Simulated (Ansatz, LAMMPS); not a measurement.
# Amorphous 29SiO2-71Al2O3 (mol %) (124 atoms), relaxed: functionals compared

Which bonds does the relaxation leave, and how do the Kohn-Sham gap, forces and pressure change with functional?

Calculated with Ansatz 0.2.0: Kohn-Sham DFT, PBE, PAW (set soft_2), plane waves; cutoff 420 eV, Γ point, fermi-dirac smearing of 0.025 eV.

**The cell**

Density at the start: 2.84 g/cm³. The cell holds 124 atoms: 8 Si, 40 Al and 76 O. Its edges and angles: a = 11.378 Å, b = 11.378 Å, c = 11.378 Å, α = 90.0°, β = 90.0°, γ = 90.0°. 124 atoms (8 Si, 40 Al, 76 O) placed at random at 2.84 g/cm³, melted at 5000 K for 10 ps at fixed volume with the Morse and Coulomb pair potential with partial charges (Pedone, Malavasi, Menziani, Cormack and Segre, J. Phys. Chem. B 110, 11780 (2006)). Quenched from 5000 K to 300 K at 50 K/ps and fixed volume, held 5 ps, then minimised at fixed cell.

Cell and atoms were relaxed with PBE. The walk converged after 26 steps by the program's count, with a largest force component of 0.0138 eV/Å; it began at an r.m.s. force component of 0.53 eV/Å. The edges went from 11.378, 11.378, 11.378 to 11.403, 11.253, 11.281 Å, and the volume from 11.880 to 11.673 Å³ an atom (-1.7 %).

The input of the reference single point:

```yaml
crystal:
  lattice:
    - [11.40252, 0.02212, -0.06687]
    - [0.02212, 11.25279, 0.04165]
    - [-0.06687, 0.04165, 11.28107]
  atoms:
    - { symbol: Si, position: [0.34201, 0.9665, 0.83481] }
    - { symbol: Si, position: [0.92148, 0.32827, 0.18316] }
    - { symbol: Si, position: [0.90755, 0.22749, 0.72808] }
    - { symbol: Si, position: [0.05431, 0.84684, 0.50964] }
    [... 118 atom lines left out ...]
    - { symbol: O, position: [0.44287, 0.90852, 0.25622] }
    - { symbol: O, position: [0.14576, 0.0654, 0.17209] }
kpoints:
  mp_grid: { grid: [1, 1, 1] }
hamiltonian:
  xc: pbe
scf:
  occupations: { method: fermi_dirac, width: 0.025 }
output:
  forces: true
  stress: true
  populations: true
  dos:
    method: { smearing: { sigma: 0.08 } }
    de: 0.05
    projected: { site_lists: { Al: [Al], O: [O], Si: [Si] } }
  eigenvalues: true
  write_density: true
  write_potential: true
  volumetric_format: npy
```

**Bonds after relaxation**

Bonds by pair of elements; cutoffs follow the first minimum of g(r), held within bounds set by covalent radii, and pairs that aren't listed don't count as bonded:

| pair A-B | cutoff (Å) | bonds | mean length (Å) | spread (Å) | shortest (Å) | B about A | A about B |
| --- | --- | --- | --- | --- | --- | --- | --- |
| O-Al | 2.38 | 180 | 1.85 | 0.101 | 1.68 | 2.37 | 4.5 |
| O-Si | 2.12 | 32 | 1.64 | 0.047 | 1.56 | 0.421 | 4 |

How many atoms have how many bonded neighbours:

| element | mean | 2 | 3 | 4 | 5 | 6 |
| --- | --- | --- | --- | --- | --- | --- |
| Al | 4.5 | 0 | 0 | 22 | 16 | 2 |
| O | 2.79 | 21 | 50 | 5 | 0 | 0 |
| Si | 4 | 0 | 0 | 8 | 0 | 0 |

**Levels of theory**

Single points at the relaxed geometry:

| functional | k-mesh | Kohn-Sham gap (eV) | pressure (GPa) | r.m.s. force component (eV/Å) | SCF cycles | time |
| --- | --- | --- | --- | --- | --- | --- |
| PBE | 1×1×1 | 3.235 | 0.01 | 0.003 | 9 | 27 s |
| HSE06 | 1×1×1 | 4.894 | -5.55 | 0.136 | 16 | 6.4 min |
| r2SCAN | 1×1×1 | 3.840 | -5.29 | 0.108 | 9 | 61 s |
| PBEsol | 1×1×1 | 3.146 | -3.40 | 0.038 | 10 | 26 s |

The gap is that between the highest filled and lowest empty Kohn-Sham level on the run's k-points. Cutoffs: 420 eV for PBE, HSE06 and PBEsol; 500 eV for r2SCAN. Times come from shared hosts and are rough.

**Findings**

By these cutoffs 55 % of Al atoms have 4, 66 % of O atoms have 3 and 100 % of Si atoms have 4 neighbours. The Kohn-Sham gap is 3.24 eV with PBE on the 1×1×1 mesh. On the 1×1×1 mesh HSE06 changes the gap by +1.66 eV against PBE. On the reference's mesh the gap changes with r2SCAN by +0.60 eV and PBEsol by -0.09 eV. Against the reference the pressure changes with HSE06 by -5.6 GPa, r2SCAN by -5.3 GPa and PBEsol by -3.4 GPa; a negative change means a smaller volume than PBE would take.

Limits: All single points share the geometry relaxed with PBE. The volume changed by -1.7 % on relaxing; in so small a cell, on this mesh and at this cutoff, the relaxed density is rough. One sample; tail or defect levels can set the gap of a disordered cell. The quench rate of 50 K/ps is many orders above laboratory rates, so the cell is likely richer in defects and strain than a real sample. The network of bonds at the start is that of the classical potential that made the cell, and needn't be the one that DFT or experiment would give. In some runs the program notes that the exchange threshold is loose for the stress and the SCF threshold is loose for the stress.

[Logs are printed without paths, hosts, clocks, repeated set-up lines and the standing remarks that a program may print on its own settings, such as how far it seeks lower states.]

[Hosts, paths, dates, database ids (printed as entryN), source tags and the programs' standing remarks are cut or masked in the printed files.]
